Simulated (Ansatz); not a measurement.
# InAs wire along [111], 26 atoms a period, H-terminated: bands by functional, part 2 of 2

Aim: is the InAs wire along [111], 26 atoms a period, H-terminated a metal or a semiconductor?

Ansatz 0.2.0; DFT PBE, plane waves, PAW; relaxation of a wire's period; PAW set soft_1 (the session's first sound run).

So far. Step 2 (The relaxed wire): The cell's length comes to 10.639 Å with spin left out.

## Step 3: The perfect wire

This step: DFT PBE, plane waves, PAW; bands of a perfect wire; PAW set soft_1 (Ansatz 0.2.0).

At the relaxed period the bands are computed along the axis; those that cross an energy going forward count the channels that a perfect wire would open there.

Contents of input.yaml:

```yaml
crystal:
  lattice:
    - [18.461, 0.0, 0.0]
    - [0.0, 17.521, 0.0]
    - [0.0, 0.0, 10.6392478621]
  atoms:
    - { symbol: In, position: [0.385042976, 0.267229561, 0.977986848] }
    - { symbol: In, position: [0.5, 0.506186715, 0.98817798] }
    - { symbol: In, position: [0.614957024, 0.267229561, 0.977986848] }
    - { symbol: In, position: [0.753924483, 0.520832486, 0.977985129] }
    - { symbol: As, position: [0.267703995, 0.499993339, 0.236058741] }
    - { symbol: As, position: [0.378668012, 0.297377054, 0.236063017] }
    - { symbol: As, position: [0.388948491, 0.721313811, 0.236073251] }
    - { symbol: As, position: [0.5, 0.506240895, 0.245245285] }
    - { symbol: As, position: [0.621331988, 0.297377054, 0.236063017] }
    - { symbol: As, position: [0.611051509, 0.721313811, 0.236073251] }
    - { symbol: As, position: [0.732296005, 0.499993339, 0.236058741] }
    - { symbol: H, position: [0.205179663, 0.458008315, 0.298947537] }
    - { symbol: H, position: [0.25772756, 0.573493352, 0.310191116] }
    - { symbol: H, position: [0.312895617, 0.261245691, 0.298858733] }
    - { symbol: H, position: [0.323599437, 0.693599321, 0.310289455] }
    - { symbol: H, position: [0.392155477, 0.799380777, 0.298879941] }
    - { symbol: H, position: [0.434105113, 0.251557657, 0.310260429] }
    - { symbol: H, position: [0.565894887, 0.251557657, 0.310260429] }
    - { symbol: H, position: [0.607844523, 0.799380777, 0.298879941] }
    - { symbol: H, position: [0.687104383, 0.261245691, 0.298858733] }
    - { symbol: H, position: [0.676400563, 0.693599321, 0.310289455] }
    - { symbol: H, position: [0.74227244, 0.573493352, 0.310191116] }
    - { symbol: H, position: [0.794820337, 0.458008315, 0.298947537] }
    - { symbol: In, position: [0.384987844, 0.436302282, 0.342818383] }
    - { symbol: In, position: [0.5, 0.646216467, 0.342781427] }
    - { symbol: In, position: [0.615012156, 0.436302282, 0.342818383] }
    - { symbol: As, position: [0.391414489, 0.440086277, 0.591550729] }
    - { symbol: As, position: [0.5, 0.638247275, 0.591534658] }
    - { symbol: As, position: [0.608585511, 0.440086277, 0.591550729] }
    - { symbol: H, position: [0.299905196, 0.627802728, 0.602946356] }
    - { symbol: H, position: [0.5, 0.26260177, 0.603033201] }
    - { symbol: H, position: [0.700094804, 0.627802728, 0.602946356] }
    - { symbol: H, position: [0.32213488, 0.397857868, 0.626928642] }
    - { symbol: H, position: [0.5, 0.722547848, 0.627090186] }
    - { symbol: H, position: [0.67786512, 0.397857868, 0.626928642] }
    - { symbol: In, position: [0.372445193, 0.583754889, 0.679053155] }
    - { symbol: In, position: [0.5, 0.350906581, 0.678889021] }
    - { symbol: In, position: [0.627554807, 0.583754889, 0.679053155] }
    - { symbol: As, position: [0.377424854, 0.58072247, 0.927187721] }
    - { symbol: As, position: [0.5, 0.357055726, 0.927028059] }
    - { symbol: As, position: [0.622575146, 0.58072247, 0.927187721] }
    - { symbol: H, position: [0.184112282, 0.594909079, 0.971438833] }
    - { symbol: H, position: [0.2367317, 0.426957624, 0.930395666] }
    - { symbol: H, position: [0.303388637, 0.305739426, 0.929766859] }
    - { symbol: H, position: [0.269191455, 0.749999631, 0.97132568] }
    - { symbol: H, position: [0.414775868, 0.173554905, 0.97147495] }
    - { symbol: H, position: [0.433692699, 0.785720834, 0.930045546] }
    - { symbol: H, position: [0.566307301, 0.785720834, 0.930045546] }
    - { symbol: H, position: [0.585224132, 0.173554905, 0.97147495] }
    - { symbol: H, position: [0.696611363, 0.305739426, 0.929766859] }
    - { symbol: H, position: [0.730808545, 0.749999631, 0.97132568] }
    - { symbol: H, position: [0.7632683, 0.426957624, 0.930395666] }
    - { symbol: H, position: [0.815887718, 0.594909079, 0.971438833] }
    - { symbol: In, position: [0.246075517, 0.520832486, 0.977985129] }
    - { symbol: In, position: [0.361080726, 0.730608076, 0.977952294] }
    - { symbol: In, position: [0.638919274, 0.730608076, 0.977952294] }
kpoints:
  mp_grid: { grid: [1, 1, 8] }
  band_path: { path: ["Γ", Z], npoints: 90 }
scf:
  occupations: { method: fermi_dirac, width: 0.05 }
hamiltonian:
  xc: pbe
  pseudopotentials: { kind: paw, azcp: { folder: soft_1 } }
output:
  dos: { e_range: [-5, 4] }
  write_potential: true
  write_density: true
  volumetric_format: npy
```

The run is started by

```bash
ansatz run input.yaml --threads 4 --pin off --max-ram 16384MiB --backend cpu --events-out ev --progress --plain --runs-dir out
```

Numbers of over 12 decimals in the logs are rounded to 6 here.

What it wrote:

```text
[...]
Crystal: 56 atoms, lattice volume = 3441.320 Å³
Basis set: ecut = 420 eV, 67253 PW (Γ)
Bands: 253, of which v1, the nominal top of the filled ones, is band 197 counted from 1 (196 counted from 0)
Symmetry: 2 space group operations
[...]
k-points: 5 of 8 (time reversal used)
[...]
SCF iter   1: F=—  HF=-136382.847343 eV  |F-HF|=—  |Δ(HF+E_count)|=         —  Δρ=2.88e-2  dr2=3.17e1  ethr=3.10e-3  ⟨swp⟩=6.4  Hψ=5375  notcnv=0  defer=113
[...]
SCF iter  11: F=-136372.788780 eV  HF=-136372.788780 eV  |F-HF|=1.28e-8  |Δ(HF+E_count)|=   2.17e-7  Δρ=8.14e-7  dr2=4.35e-8  ethr=2.54e-11  ⟨swp⟩=15.0  Hψ=6677  notcnv=0
SCF 1 converged in 11 iterations: F = -136372.788780 eV  dr2 = 4.35e-8
[...]
NSCF: frozen V_eff on 91 k-points
WARN: pass on a band path, mesh or list of k-points: the 91 k-points are solved 3 at a time at the most, because the 14.40 GiB of host memory that the pass is priced against does not hold them all with the solver's workspace as planned. The pass can take longer, above all where fewer k-points are solved at a time than the run has threads. As a rule a larger memory budget leaves room for more at once. The budget is what a run with no `--max-ram-frac` typed is planned for, 0.8 of the host's memory or its container's limit. More memory there lifts it, and so does a share over 0.88 that is typed (of such a share the budget is ten elevenths): [rest of the remark cut]
WARN: The output density's exchange-correlation potential varies sharply where the density is thin. Do not read a vacuum level from v_tot or v_xc, or from such a field of the output density. On a cell that repeats whose density bears no net charge and no dipole along the vacuum's axis use v_es (v_loc + v_h of the components); under efield.dipole_correction with no amplitude use v_es + v_field, which holds any externa [...]
SCF converged after 11 iterations
Free energy (F): -136372.788780 eV
[...]
Internal energy: -136372.788780 eV  (E = F + TS)
E sigma→0 (E₀):  -136372.788780 eV
Fermi energy:    -1.659989 eV
[...]
--- Band table (eV; the first three rows and the last of 5) ---
  k-point 0: bands = [... 193 lower, -3.0425, -3.0419, -3.0210, -2.7117, -0.5977, -0.2057, 0.1821, 0.1839, ... 52 higher]
  k-point 1: bands = [... 193 lower, -3.0402, -3.0396, -3.0157, -2.7743, -0.5573, -0.1906, 0.1001, 0.1016, ... 52 higher]
  k-point 2: bands = [... 193 lower, -3.0367, -3.0362, -3.0051, -2.9456, -0.4551, -0.1542, -0.0571, -0.0560, ... 52 higher]
  k-point 4: bands = [... 193 lower, -3.1505, -3.0419, -3.0406, -2.9937, -0.2873, -0.2341, -0.2335, -0.0943, ... 52 higher]
```

Wall time 60 min (4 threads of Arm Neoverse V1, shared host); peak memory 12 GiB.

In the SCF lines HF is the Harris–Foulkes energy and dr2 the Hartree energy of the density residual, in eV; the loop may stop once dr2 is under the threshold and the program's other checks hold. Hψ counts applications of the Hamiltonian.

This step gave:

```
band gap : 2.114 eV
```

The electronic bands at the labelled points (eV, zero at the Fermi level; v1 is the highest filled band, c1 the lowest empty one):

```csv
point,v4,v3,v2,v1,c1,c2,c3,c4
Γ,-1.38,-1.38,-1.36,-1.05,1.06,1.45,1.84,1.84
halfway,-1.38,-1.38,-1.35,-1.29,1.20,1.51,1.60,1.60
Z,-1.49,-1.38,-1.38,-1.33,1.37,1.43,1.43,1.57
```

The gap is 2.11 eV, with spin left out.

The path shows a direct gap of 2.11 eV (valence top at Γ, conduction bottom at Γ).

## Step 4: Levels at the same atoms, cutoff 500 eV, k-mesh 1×1×6

This step: DFT r2SCAN, plane waves, PAW; bands of a perfect wire at the PBE geometry; PAW set soft_1 (Ansatz 0.2.0).

The atoms stay at the PBE geometry and the functional changes. r2SCAN also reads the kinetic-energy density; it often gives larger moments and wider gaps than PBE, at a higher cost. Against the first PBE run of this kind, the cutoff is 500 eV against 420 and the mesh along the wire has 6 points against 8.

Edit input.yaml of step 3 so:

```diff
@@ -63,3 +63,3 @@
 kpoints:
-  mp_grid: { grid: [1, 1, 8] }
+  mp_grid: { grid: [1, 1, 6] }
   band_path: { path: ["Γ", Z], npoints: 90 }
@@ -68,8 +68,3 @@
 hamiltonian:
-  xc: pbe
+  xc: r2scan
   pseudopotentials: { kind: paw, azcp: { folder: soft_1 } }
-output:
-  dos: { e_range: [-5, 4] }
-  write_potential: true
-  write_density: true
-  volumetric_format: npy
```

What it wrote:

```text
[...]
Crystal: 56 atoms, lattice volume = 3441.320 Å³
Basis set: ecut = 500 eV, 87471 PW (Γ), exchange–correlation on 540×512×320 points (64 copies of the dense FFT grid, shifted against one another)
Bands: 253, of which v1, the nominal top of the filled ones, is band 197 counted from 1 (196 counted from 0)
Symmetry: 2 space group operations
[...]
k-points: 4 of 6 (time reversal used)
[...]
SCF iter   1: F=—  HF=-136675.857585 eV  |F-HF|=—  |Δ(HF+E_count)|=         —  Δρ=2.79e-2  dr2=3.00e1  dr2_τ=3.11e-1  ethr=3.10e-3  ⟨swp⟩=6.5  Hψ=4356  notcnv=0  defer=85
[...]
SCF iter  10: F=-136668.858017 eV  HF=-136668.858017 eV  |F-HF|=2.85e-7  |Δ(HF+E_count)|=   2.46e-6  Δρ=1.57e-6  dr2=9.72e-8  dr2_τ=2.83e-9  ethr=2.54e-11  ⟨swp⟩=16.0  Hψ=5937  notcnv=0
SCF 1 converged in 10 iterations: F = -136668.858017 eV  dr2 = 9.72e-8
[...]
SCF converged after 10 iterations
Free energy (F): -136668.858017 eV
[...]
Internal energy: -136668.858017 eV  (E = F + TS)
E sigma→0 (E₀):  -136668.858017 eV
Fermi energy:    -1.679868 eV
[...]
--- Band table (eV) ---
  k-point 0: bands = [... 193 lower, -3.2599, -3.2594, -3.2437, -2.9226, -0.4260, -0.0513, 0.3225, 0.3249, ... 52 higher]
  k-point 1: bands = [... 193 lower, -3.2562, -3.2557, -3.2352, -3.0324, -0.3596, -0.0231, 0.1958, 0.1979, ... 52 higher]
  k-point 2: bands = [... 193 lower, -3.3186, -3.2545, -3.2537, -3.2216, -0.2126, -0.0018, -0.0002, 0.0343, ... 52 higher]
  k-point 3: bands = [... 193 lower, -3.3823, -3.2589, -3.2575, -3.2162, -0.1252, -0.0854, -0.0840, 0.0675, ... 52 higher]
```

Wall time 1.5 h (4 threads); peak memory 12 GiB.

This step gave:

| Quantity | Value |
| --- | --- |
| band gap | 2.497 eV |

The electronic bands at the labelled points (eV, zero at the Fermi level; v1 is the highest filled band, c1 the lowest empty one):

```csv
point,v4,v3,v2,v1,c1,c2,c3,c4
Γ,-1.58,-1.58,-1.56,-1.24,1.25,1.63,2.00,2.00
halfway,-1.57,-1.57,-1.55,-1.48,1.39,1.69,1.77,1.77
Z,-1.70,-1.58,-1.58,-1.54,1.55,1.59,1.60,1.75
```

The gap is 2.50 eV, against 2.11 eV under PBE at the relaxed period.

## Step 5: Summary of results

```yaml
cell_length_pbe: 10.64 Å
gap_pbe: 2.11 eV
gap_r2scan: 2.50 eV
```

Under PBE the cell's length is 10.64 Å, and a gap of 2.11 eV makes it a semiconductor. At the relaxed period the wire is gapped under every functional, from 2.11 eV (PBE) to 2.50 eV (r2SCAN). Weak screening in one dimension makes quasiparticle gaps larger than the semilocal gaps, as a rule. Plain hydrogen on a compound's surface is a simple closure: it may leave surface states, and facets that end in unlike atoms put a field across the wire, both of which shrink the gap.

[Logs are printed without paths, hosts, clocks, repeated set-up lines and the standing remarks that a program may print on its own settings, such as how far it seeks lower states.]

[Hosts, paths, dates, database ids (printed as entryN), source tags and the programs' standing remarks are cut or masked in the printed files.]
